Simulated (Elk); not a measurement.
# Does KCoF3 carry moments in Elk?, part 2 of 2

Aim: find out whether KCoF3 carries moments when they start parallel, and what they gain.

Elk 11.2.3 (patched build); LDA (Perdew-Wang) with U = 4.40 eV, J = 0.90 eV on Co d; all-electron APW+lo, Dirac cores, scalar-relativistic bands.

So far. Step 2 (Start 1: ferro +): After 18 cycles the largest moment stands at 2.73 μB.

## (3) Start 2: no spin polarisation

This run holds no moments, which gives a state to set the others against.

elk.in

```
tasks
  0

xctype
  3

rgkmax
  7.0

nempty
  14

swidth
  0.002

epsengy
  1e-05

maxscl
  100

lmaxi
  3

sppath
  './'

avec
  7.69307505335 0.00000000000 0.00000000000
  0.00000000000 7.69307505335 0.00000000000
  0.00000000000 0.00000000000 7.69307505335

atoms
  3
  'K.in'
  1
  0.0000000000 0.0000000000 0.0000000000   0.000000 0.000000 0.000000
  'Co.in'
  1
  0.5000000000 0.5000000000 0.5000000000   0.000000 0.000000 0.000000
  'F.in'
  3
  0.0000000000 0.5000000000 0.5000000000   0.000000 0.000000 0.000000
  0.5000000000 0.0000000000 0.5000000000   0.000000 0.000000 0.000000
  0.5000000000 0.5000000000 0.0000000000   0.000000 0.000000 0.000000

ngridk
  6 6 6

dft+u
  1 1
  2 2 0.161697 0.033074
```

Command:

```console
OMP_NUM_THREADS=2 elk
```

Numbers of over 12 decimals in the logs are rounded to 6 here.

The program printed:

```text
Warning(gndstate): core states of species 2 leak from the muffin-tin :   0.2625276792E-02
Warning(gndstate): forces or DFT+U at lmaxo under 8 : 6
  [figures from our tests cut]: type lmaxo 8 and lmaxapw 10

--- INFO.OUT ---
┌─────────────────────────┐
│ Elk code version 11.2.3 │
└─────────────────────────┘

All units are atomic (Hartree, Bohr, etc.)

┌─────────────────────────────────────────────────┐
│ Ground-state run starting from atomic densities │
└─────────────────────────────────────────────────┘

Lattice vectors :
   7.693075053       0.000000000       0.000000000
   0.000000000       7.693075053       0.000000000
   0.000000000       0.000000000       7.693075053

Species : 1 (K)
 parameters loaded from : K.in
 name : potassium
 nuclear charge    :   -19.00000000
 electronic charge :    19.00000000
 atomic mass :    71271.84090
 muffin-tin radius :    2.400000000
 number of radial points in muffin-tin :    497
 inner part over the whole radius :   0.9891652203E-02
 number on inner part of muffin-tin    :    349
 approximate nuclear radius :   0.6514746337E-04
 number of mesh points to nuclear radius :    160
 atomic positions (lattice), magnetic fields (Cartesian) :
  1 :   0.00000000  0.00000000  0.00000000    0.00000000  0.00000000  0.00000000

Species : 2 (Co)
 parameters loaded from : Co.in
 name : cobalt
 nuclear charge    :   -27.00000000
 electronic charge :    27.00000000
 atomic mass :    107428.6517
 muffin-tin radius :    2.070838651
 number of radial points in muffin-tin :    497
 inner part over the whole radius :   0.9808816750E-02
 number on inner part of muffin-tin    :    349
 approximate nuclear radius :   0.7243775530E-04
 number of mesh points to nuclear radius :    169
 atomic positions (lattice), magnetic fields (Cartesian) :
  1 :   0.50000000  0.50000000  0.50000000    0.00000000  0.00000000  0.00000000

Species : 3 (F)
 parameters loaded from : F.in
 name : fluorine
 nuclear charge    :   -9.000000000
 electronic charge :    9.000000000
 atomic mass :    34631.97045
 muffin-tin radius :    1.725698876
 number of radial points in muffin-tin :    297
 inner part over the whole radius :   0.9662446825E-02
 number on inner part of muffin-tin    :    204
 approximate nuclear radius :   0.5278478738E-04
 number of mesh points to nuclear radius :     89
 atomic positions (lattice), magnetic fields (Cartesian) :
  1 :   0.00000000  0.50000000  0.50000000    0.00000000  0.00000000  0.00000000
  2 :   0.50000000  0.00000000  0.50000000    0.00000000  0.00000000  0.00000000
  3 :   0.50000000  0.50000000  0.00000000    0.00000000  0.00000000  0.00000000

Total number of atoms per unit cell :    5
Total muffin-tin volume :    159.6855262
 ratio of muffin-tin to unit cell volume :   0.3507241292

Spin treatment :
 spin-unpolarised

Number of Bravais lattice symmetries :   48
Number of crystal symmetries         :   48
Crystal has inversion symmetry
Real symmetric eigensolver will be used

k-point grid :      6     6     6
k-point offset :    0.000000000       0.000000000       0.000000000
k-point set is reduced with full crystal symmetry group
Total number of k-points :       20

Muffin-tin radius times maximum |G+k| :    7.000000000
 using average radius
Maximum |G+k| for APW functions       :    3.627719195
Maximum (1/2)|G+k|²                   :    6.580173279
Maximum |G| for potential and density :    12.00000000
Constant for pseudocharge density :    7
 order of it for each species :   14  14  14
 order of it for pair densities of each species (exact exchange by exxq0 0: 14) :   14  11   7
Radial integration step length :    1

G-vector grid sizes :     30    30    30
Number of G-vectors :    13205

Maximum angular momentum used for
 APW functions            :    8
 outer part of muffin-tin :    6
 inner part of muffin-tin :    3

Number of empty states         :     70
Total number of valence states :     93
Total number of core states    :     28

Third-order local-orbitals added for an l without core states : T
Total number of local-orbitals :     63

Exchange-correlation functional :      3     0     0
 Perdew-Wang/Ceperley-Alder, Phys. Rev. B 45, 13244 (1992)
 gradient requirement :    0
 local density approximation (LDA)

DFT+U calculation
 fully localised limit (FLL)
 see Phys. Rev. B 52, R5467 (1995)
 species : 2 (Co), l = 2, U =   0.16169700, J =   0.03307400

Smearing type :    3
 Fermi-Dirac
Smearing width :   0.2000000000E-02
Effective electronic temperature (K) :    631.5500496

Mixing type :    3
 Broyden mixing, J. Phys. A: Math. Gen. 17, L317 (1984)

Kohn-Sham potential initialised from atomic data

┌──────────────────────────────┐
│ Self-consistent loop started │
└──────────────────────────────┘

┌─────────────────┐
│ Loop number : 1 │
└─────────────────┘

Energies :
 Fermi                       :    -0.32769212762393E-01
 sum of occupied eigenvalues :     -1310.6815582637
 electron kinetic            :      2315.3964235724
 core electron kinetic       :      2065.5552140145
 Coulomb                     :     -4486.5989751079
 Coulomb potential           :     -3457.3017695564
 nuclear-nuclear             :     -365.62399355826
 electron-nuclear            :     -4795.2598554873
 Hartree                     :      674.28487393772
 Madelung                    :     -2757.9480903297
 xc potential                :     -168.77621227965
 exchange                    :     -113.30646696938
 correlation                 :     -5.831547
 DFT+U                       :     0.354529
 electron entropic           :    -0.13489424991152E-02
 total energy                :     -2289.9873857026

Density of states at Fermi energy :    101.0796976
 (states/Hartree/unit cell)

Estimated indirect band gap :   0.2834366843E-02
 from k-point 10 to k-point 13
Estimated direct band gap   :   0.1072441719E-01
 at k-point 5

Charges :
 core                        :    28.00000000
 valence                     :    45.00000000
 interstitial                :    4.353045568
 muffin-tins (core leakage)
  species : 1 (K)
   atom 1                    :    17.52780952     ( -0.3352218448E-05)
  species : 2 (Co)
   atom 1                    :    25.14088475     (  0.2589319938E-02)
  species : 3 (F)
   atom 1                    :    8.659420052     ( -0.4544220165E-05)
   atom 2                    :    8.659420052     ( -0.4544220165E-05)
   atom 3                    :    8.659420052     ( -0.4544220165E-05)
 total in muffin-tins        :    68.64695443
 total calculated charge     :    72.99709887
 total charge                :    73.00000000
 error                       :   0.2901134378E-02

[... earlier loops left out ...]

┌──────────────────┐
│ Loop number : 19 │
└──────────────────┘

Energies :
 Fermi                       :     0.111950
 sum of occupied eigenvalues :     -1302.0305581895
 electron kinetic            :      2312.1100639569
 core electron kinetic       :      2065.6765488541
 Coulomb                     :     -4483.6222068779
 Coulomb potential           :     -3457.2225394198
 nuclear-nuclear             :     -365.62399355826
 electron-nuclear            :     -4789.3613969619
 Hartree                     :      671.36318364232
 Madelung                    :     -2755.0109371680
 xc potential                :     -156.91808272652
 exchange                    :     -112.86699003172
 correlation                 :     -5.814915
 DFT+U                       :     0.358557
 electron entropic           :    -0.10179796973019E-02
 total energy                :     -2289.8365085229

Density of states at Fermi energy :    78.22209610
 (states/Hartree/unit cell)

Estimated indirect band gap :   0.4351777722E-02
 from k-point 10 to k-point 13
Estimated direct band gap   :   0.1182814079E-01
 at k-point 5

Charges :
 core                        :    28.00000000
 valence                     :    45.00000000
 interstitial                :    4.735611558
 muffin-tins (core leakage)
  species : 1 (K)
   atom 1                    :    17.58595252     ( -0.3353736114E-05)
  species : 2 (Co)
   atom 1                    :    25.21449499     (  0.2625276792E-02)
  species : 3 (F)
   atom 1                    :    8.487980312     ( -0.4544201721E-05)
   atom 2                    :    8.487980312     ( -0.4544201721E-05)
   atom 3                    :    8.487980312     ( -0.4544201721E-05)
 total in muffin-tins        :    68.26438844
 total calculated charge     :    72.99708815
 total charge                :    73.00000000
 error                       :   0.2911848233E-02

┌──────────────────────────────┐
│ Self-consistent loop stopped │
└──────────────────────────────┘

Warning : core states of species 2 leak from the muffin-tin :   0.2625276792E-02

Warning : forces or DFT+U at lmaxo under 8 : 6

Wrote STATE.OUT
```

It took 16 s on 2 threads of AMD EPYC 9R45 (Zen 5), shared host; peak memory 0.14 GiB; 31 s of CPU time.

This step gave:

| Item | Value |
| --- | --- |
| density of states at the Fermi level | 2.875 states/eV/cell |
| final state | non-magnetic (no spin polarisation) |

It lies 1262 meV a seeded atom over the first start.

## (4) A faulty input

A slip in the input shows what the program catches and what it lets pass.

elk.in

```
tasks
  0

xctype
  77

rgkmax
  7.0

nempty
  14

swidth
  0.002

reducebf
  0.6

epsengy
  1e-05

maxscl
  100

lmaxi
  3

spinpol
  .true.

sppath
  './'

avec
  7.69307505335 0.00000000000 0.00000000000
  0.00000000000 7.69307505335 0.00000000000
  0.00000000000 0.00000000000 7.69307505335

atoms
  3
  'K.in'
  1
  0.0000000000 0.0000000000 0.0000000000   0.000000 0.000000 0.000000
  'Co.in'
  1
  0.5000000000 0.5000000000 0.5000000000   0.000000 0.000000 -0.225000
  'F.in'
  3
  0.0000000000 0.5000000000 0.5000000000   0.000000 0.000000 0.000000
  0.5000000000 0.0000000000 0.5000000000   0.000000 0.000000 0.000000
  0.5000000000 0.5000000000 0.0000000000   0.000000 0.000000 0.000000

ngridk
  6 6 6

dft+u
  1 1
  2 2 0.161697 0.033074
```

Command:

```console
OMP_NUM_THREADS=2 elk
```

The program printed:

```text
┌─────────────────────────────────┐
│ Elk code version 11.2.3 started │
└─────────────────────────────────┘

Error(getxcdata): xctype not defined : 77
```

Elapsed: 0.01 s, on 2 threads; peak memory 0.05 GiB.

The program refused the input before any cycle.

The program's message: “Error(getxcdata): xctype not defined : 77”

The fault put into the input: an unknown functional.

The functional must be one that the program lists.

## (5) The states side by side

These are free energies at a smearing of 0.0544 eV, so its entropy term is in the differences. They are divided by the number of seeded atoms, so that cells of unlike size compare.

Orders:

```
               start    final state  typed order kept  energy over the lowest (meV a seeded atom)  largest sphere moment (μB)  net moment (μB a primitive cell)  DOS at the Fermi level (states/eV a primitive cell)  mesh matched  CPU time (s)
             ferro +  ferromagnetic               yes                                           0                       2.725                                 3                                                5.143           yes         83.21
no spin polarisation   non-magnetic                 -                                        1262                           0                                 0                                                2.875           yes         31.02
```

## (6) Summary of results

| Quantity | Value |
| --- | --- |
| lower run | with moments |
| largest site moment | 2.73 μB |
| run without spin seeds, over the lowest | 1262 meV a seeded atom |

In words: The crystal holds moments, up to 2.73 μB, and gains 1262 meV a seeded atom by them. Under a U a spinless open shell is left with part-filled orbitals, which the U penalises, so its energy is no clean measure of what the moments gain. No antiferromagnetic order was tried, so the session says nothing on how the moments order. Under a U a part-filled d shell can order its orbitals; no such lower state was searched for, and the cell's symmetry can forbid it.

[Logs and program files are shortened in this print: banners, set-up blocks, solver, clock and traceback lines can be left out without a mark of their own.]

[Logs are printed without paths, hosts, clocks, repeated set-up lines and the standing remarks that a program may print on its own settings, such as how far it seeks lower states.]

[Hosts, paths, dates, database ids (printed as entryN), source tags and the programs' standing remarks are cut or masked in the printed files.]

[Where a cell is said to come from a database of computed structures, the database is the Materials Project.]
